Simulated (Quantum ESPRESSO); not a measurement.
**Dielectric function and optical constants of CdF2**

Wanted: where CdF2 starts to absorb, how strongly, and its refractive index.

Main program and level: Quantum ESPRESSO 7.5; DFT, PBE, plane waves with norm-conserving potentials (PseudoDojo), scalar-relativistic, independent-particle optical response without local fields and without the non-local commutator.

### 1. Set-up

Symmetry: Fm-3m, No. 225, cubic system. Conventional cell: a = 5.388 Å, b = 5.388 Å, c = 5.388 Å, α = 90.00°, β = 90.00°, γ = 90.00°. Nearest to Cd lie 8 F at 2.33 Å. F has 4 Cd at 2.33 Å nearest. Farther neighbours and most contacts between anions are not listed.

### 2. Ground state

The self-consistent density comes first; it also tells whether there is a gap, which decides the occupations and the need for a Drude term.

This step: DFT, PBE, plane waves with norm-conserving potentials (PseudoDojo), scalar-relativistic, ground state (Quantum ESPRESSO 7.5).

Input file scf.in:

```
&control
  calculation = 'scf'
  prefix = 'x'
  outdir = './tmp'
  pseudo_dir = './'
  verbosity = 'high'
/
&system
  ibrav = 0
  nat = 3
  ntyp = 2
  ecutwfc = 90
  occupations = 'smearing'
  smearing = 'fd'
  degauss = 0.003675
  nbnd = 21
/
&electrons
  conv_thr = 1e-09
  electron_maxstep = 100
/
ATOMIC_SPECIES
  Cd 1.0 Cd.upf
  F 1.0 F.upf
CELL_PARAMETERS angstrom
  0.000000000000 2.694000000000 2.694000000000
  2.694000000000 0.000000000000 2.694000000000
  2.694000000000 2.694000000000 0.000000000000
ATOMIC_POSITIONS crystal
  Cd 0.000000000000 0.000000000000 0.000000000000
  F 0.750000000000 0.750000000000 0.750000000000
  F 0.250000000000 0.250000000000 0.250000000000
K_POINTS automatic
  7 7 7 0 0 0
```

On the command line:

```sh
> mpirun -n 4 pw.x -nk 4 -in scf.in
```

Log:

```text
for quantum simulation of materials; please cite

     using ibrav=0 with symmetry is DISCOURAGED, use correct ibrav instead

     G-vector sticks info
     --------------------
     sticks:   dense  smooth     PW     G-vecs:    dense   smooth      PW
     Sum        1285    1285    379                30467    30467    4813

     Using Slab Decomposition

     bravais-lattice index     =            0
     lattice parameter (alat)  =       7.1997  a.u.
     unit-cell volume          =     263.8878 (a.u.)^3
     number of atoms/cell      =            3
     number of atomic types    =            2
     number of electrons       =        34.00
     number of Kohn-Sham states=           21
     kinetic-energy cutoff     =      90.0000  Ry
     charge density cutoff     =     360.0000  Ry
     scf convergence threshold =      1.0E-09
     mixing beta               =       0.7000
     number of iterations used =            8  plain     mixing
     Exchange-correlation= PBE
                           (   1   4   3   4   0   0   0)

     celldm(1)=   7.199651  celldm(2)=   0.000000  celldm(3)=   0.000000
     celldm(4)=   0.000000  celldm(5)=   0.000000  celldm(6)=   0.000000

     crystal axes: (cart. coord. in units of alat)
               a(1) = (   0.000000   0.707107   0.707107 )
               a(2) = (   0.707107   0.000000   0.707107 )
               a(3) = (   0.707107   0.707107   0.000000 )

     reciprocal axes: (cart. coord. in units 2 pi/alat)
               b(1) = ( -0.707107  0.707107  0.707107 )
               b(2) = (  0.707107 -0.707107  0.707107 )
               b(3) = (  0.707107  0.707107 -0.707107 )

     ./Cd.upf
     Pseudo is Norm-conserving + core correction, Zval = 20.0
     Generated using ONCVPSP code by D. R. Hamann
     Using radial grid of 1368 points,  6 beta functions with:
                l(1) =   0
                l(2) =   0
                l(3) =   1
                l(4) =   1
                l(5) =   2
                l(6) =   2

     ./F.upf
     Pseudo is Norm-conserving + core correction, Zval =  7.0
     Generated using ONCVPSP code by D. R. Hamann
     Using radial grid of  832 points,  5 beta functions with:
                l(1) =   0
                l(2) =   0
                l(3) =   1
                l(4) =   1
                l(5) =   2

     atomic species   valence    mass     pseudopotential
     Cd               20.00     1.00000     Cd( 1.00)
     F                 7.00     1.00000     F ( 1.00)

     48 Sym. Ops., with inversion, found

                                    s                        frac. trans.

     [... symmetry matrices left out ...]
   Cartesian axes

     site n.     atom                  positions (alat units)
         1        Cd     tau(   1) = (   0.0000000   0.0000000   0.0000000  )
         2        F      tau(   2) = (   1.0606602   1.0606602   1.0606602  )
         3        F      tau(   3) = (   0.3535534   0.3535534   0.3535534  )

   Crystallographic axes

     site n.     atom                  positions (cryst. coord.)
         1        Cd     tau(   1) = (  0.0000000  0.0000000  0.0000000  )
         2        F      tau(   2) = (  0.7500000  0.7500000  0.7500000  )
         3        F      tau(   3) = (  0.2500000  0.2500000  0.2500000  )

     number of k points=    20  Fermi-Dirac smearing, width (Ry)=  0.0037
                       cart. coord. in units 2pi/alat
        k(    1) = (   0.0000000   0.0000000   0.0000000), wk =   0.0058309
        k(    2) = (   0.1010153   0.1010153  -0.1010153), wk =   0.0466472
        k(    3) = (   0.2020305   0.2020305  -0.2020305), wk =   0.0466472
        k(    4) = (   0.3030458   0.3030458  -0.3030458), wk =   0.0466472
        k(    5) = (   0.2020305  -0.0000000   0.0000000), wk =   0.0349854
        k(    6) = (   0.3030458   0.1010153  -0.1010153), wk =   0.1399417
        k(    7) = (   0.4040610   0.2020305  -0.2020305), wk =   0.1399417
        k(    8) = (  -0.2020305  -0.4040610   0.4040610), wk =   0.1399417
        k(    9) = (  -0.1010153  -0.3030458   0.3030458), wk =   0.1399417
        k(   10) = (  -0.0000000  -0.2020305   0.2020305), wk =   0.0699708
        k(   11) = (   0.4040610  -0.0000000   0.0000000), wk =   0.0349854
        k(   12) = (   0.5050763   0.1010153  -0.1010153), wk =   0.1399417
        k(   13) = (  -0.1010153  -0.5050763   0.5050763), wk =   0.1399417
        k(   14) = (   0.0000000  -0.4040610   0.4040610), wk =   0.0699708
        k(   15) = (   0.6060915  -0.0000000   0.0000000), wk =   0.0349854
        k(   16) = (  -0.0000000  -0.6060915   0.6060915), wk =   0.0699708
[...]
cryst. coord.
[...]
k(   13) = (  -0.0000000   0.2857143  -0.4285714), wk =   0.1399417
        k(   14) = (   0.0000000   0.2857143  -0.2857143), wk =   0.0699708
        k(   15) = (   0.0000000   0.4285714   0.4285714), wk =   0.0349854
        k(   16) = (   0.0000000   0.4285714  -0.4285714), wk =   0.0699708
        k(   17) = (   0.1428571   0.2857143   0.4285714), wk =   0.1399417
        k(   18) = (   0.1428571   0.2857143  -0.4285714), wk =   0.2798834
        k(   19) = (   0.1428571   0.4285714  -0.4285714), wk =   0.1399417
        k(   20) = (   0.1428571   0.4285714  -0.2857143), wk =   0.1399417

     Dense  grid:    30467 G-vectors     FFT dimensions: (  45,  45,  45)

     Initial potential from superposition of free atoms

     starting charge      33.9997, renormalised to      34.0000
     Starting wfcs are   18 randomized atomic wfcs +    3 random wfcs

     Self-consistent Calculation

     iteration #  1     ecut=    90.00 Ry     beta= 0.70
     Davidson diagonalization with overlap

            60 MiB given to the printing process from OS
            28 MiB allocation reported by mallinfo(arena+hblkhd)
------------------
     ethr =  1.00E-02,  avg # of iterations =  5.2

     total energy              =    -449.25016978 Ry
     estimated scf accuracy    <       0.38958366 Ry

     iteration #  2     ecut=    90.00 Ry     beta= 0.70
     Davidson diagonalization with overlap

            75 MiB given to the printing process from OS
            42 MiB allocation reported by mallinfo(arena+hblkhd)
------------------
     ethr =  1.15E-03,  avg # of iterations =  2.0

     total energy              =    -449.34793146 Ry
     estimated scf accuracy    <       0.36444123 Ry

     iteration #  3     ecut=    90.00 Ry     beta= 0.70
     Davidson diagonalization with overlap

            75 MiB given to the printing process from OS
            43 MiB allocation reported by mallinfo(arena+hblkhd)
------------------
     ethr =  1.07E-03,  avg # of iterations =  2.0

     total energy              =    -449.42324586 Ry
     estimated scf accuracy    <       0.00228066 Ry

     iteration #  4     ecut=    90.00 Ry     beta= 0.70
     Davidson diagonalization with overlap

            76 MiB given to the printing process from OS
            43 MiB allocation reported by mallinfo(arena+hblkhd)
------------------
     ethr =  6.71E-06,  avg # of iterations =  3.2

     total energy              =    -449.42370900 Ry
     estimated scf accuracy    <       0.00013182 Ry

     iteration #  5     ecut=    90.00 Ry     beta= 0.70
     Davidson diagonalization with overlap

            77 MiB given to the printing process from OS
            44 MiB allocation reported by mallinfo(arena+hblkhd)
------------------
     ethr =  3.88E-07,  avg # of iterations =  2.1

     total energy              =    -449.42372006 Ry
     estimated scf accuracy    <       0.00001604 Ry

     iteration #  6     ecut=    90.00 Ry     beta= 0.70
     Davidson diagonalization with overlap

            78 MiB given to the printing process from OS
            45 MiB allocation reported by mallinfo(arena+hblkhd)
------------------
     ethr =  4.72E-08,  avg # of iterations =  2.0

     total energy              =    -449.42372275 Ry
     estimated scf accuracy    <       0.00000740 Ry

     iteration #  7     ecut=    90.00 Ry     beta= 0.70
     Davidson diagonalization with overlap

            79 MiB given to the printing process from OS
            46 MiB allocation reported by mallinfo(arena+hblkhd)
------------------
     ethr =  2.18E-08,  avg # of iterations =  1.9

     total energy              =    -449.42372336 Ry
     estimated scf accuracy    <       0.00000007 Ry

     iteration #  8     ecut=    90.00 Ry     beta= 0.70
     Davidson diagonalization with overlap

            80 MiB given to the printing process from OS
            47 MiB allocation reported by mallinfo(arena+hblkhd)
------------------
     ethr =  2.16E-10,  avg # of iterations =  3.4

     total energy              =    -449.42372341 Ry
     estimated scf accuracy    <       0.00000002 Ry

     iteration #  9     ecut=    90.00 Ry     beta= 0.70
     Davidson diagonalization with overlap

            81 MiB given to the printing process from OS
            48 MiB allocation reported by mallinfo(arena+hblkhd)
------------------
     ethr =  6.49E-11,  avg # of iterations =  2.0

     total energy              =    -449.42372341 Ry
     estimated scf accuracy    <          1.5E-09 Ry

     iteration # 10     ecut=    90.00 Ry     beta= 0.70
     Davidson diagonalization with overlap

            81 MiB given to the printing process from OS
            49 MiB allocation reported by mallinfo(arena+hblkhd)
------------------
     ethr =  4.45E-12,  avg # of iterations =  2.1

     End of self-consistent calculation

          k = 0.0000 0.0000 0.0000 (  3839 PWs)   bands (ev):

   -91.9122 -53.0081 -53.0081 -53.0081 -14.2017 -13.1009   0.9374   0.9374
     0.9374   2.1373   2.1373   5.5577   5.5577   5.5577   6.0344   6.0344
     6.0344   9.6539  19.2706  19.2706  19.2706

     occupation numbers
     1.0000   1.0000   1.0000   1.0000   1.0000   1.0000   1.0000   1.0000
     1.0000   1.0000   1.0000   1.0000   1.0000   1.0000   1.0000   1.0000
     1.0000   0.0000   0.0000   0.0000   0.0000

          k = 0.1010 0.1010-0.1010 (  3780 PWs)   bands (ev):

   -91.9119 -53.0084 -53.0080 -53.0080 -14.1373 -13.1577   1.0126   1.0126
     1.1509   2.1159   2.1159   4.9843   5.4229   5.4229   5.8793   6.0493
     6.0493  10.3843  18.3885  19.5672  19.5672

     occupation numbers
     1.0000   1.0000   1.0000   1.0000   1.0000   1.0000   1.0000   1.0000
     1.0000   1.0000   1.0000   1.0000   1.0000   1.0000   1.0000   1.0000
     1.0000   0.0000   0.0000   0.0000   0.0000

          k = 0.2020 0.2020-0.2020 (  3798 PWs)   bands (ev):

   -91.9119 -53.0094 -53.0082 -53.0082 -13.9673 -13.3075   1.1696   1.1696
     1.7026   2.1125   2.1125   4.1884   5.0774   5.0774   5.2168   6.0934
     6.0934  11.9346  17.0557  20.2933  20.2933

     occupation numbers
     1.0000   1.0000   1.0000   1.0000   1.0000   1.0000   1.0000   1.0000
     1.0000   1.0000   1.0000   1.0000   1.0000   1.0000   1.0000   1.0000
     1.0000   0.0000   0.0000   0.0000   0.0000

     [... further k points left out ...]

     the Fermi energy is     8.2831 ev

!    total energy              =    -449.42372341 Ry
     estimated scf accuracy    <          1.3E-11 Ry
     smearing contrib. (-TS)   =      -0.00000000 Ry
     internal energy E=F+TS    =    -449.42372341 Ry

     The total energy is F=E-TS. E is the sum of the following terms:
     one-electron contribution =    -231.74878566 Ry
     hartree contribution      =     131.90710593 Ry
     xc contribution           =     -70.73872428 Ry
     ewald contribution        =    -278.84331940 Ry

     convergence has been achieved in  10 iterations

     XML data file, charge density, pseudopotentials, collected wavefunctions

                                        0.00s GPU  (     180 calls)

=------------------------------------------------------------------------------=
   JOB DONE.
=------------------------------------------------------------------------------=
```

Run time: 6.8 s. Hardware: 4 MPI ranks of Arm Neoverse V2, shared host; peak memory 0.08 GiB; 27 s of CPU time.

Numbers from this step:

| Quantity | Value |
| --- | --- |
| total energy | -449.4 Ry |
| gap on the k-mesh | 3.183 eV |
| direct gap on the mesh | 3.620 eV |

There is a gap, 3.18 eV on this mesh (points off the mesh can give less), so no carriers' term is needed.

(Continued in part 2 of 3.)

[Machine, clock, banner and «Message from routine» lines are left out of the logs.]

[Logs are printed without paths, hosts, clocks, repeated set-up lines and the standing remarks that a program may print on its own settings, such as how far it seeks lower states.]

[Hosts, paths, dates, database ids (printed as entryN), source tags and the programs' standing remarks are cut or masked in the printed files.]
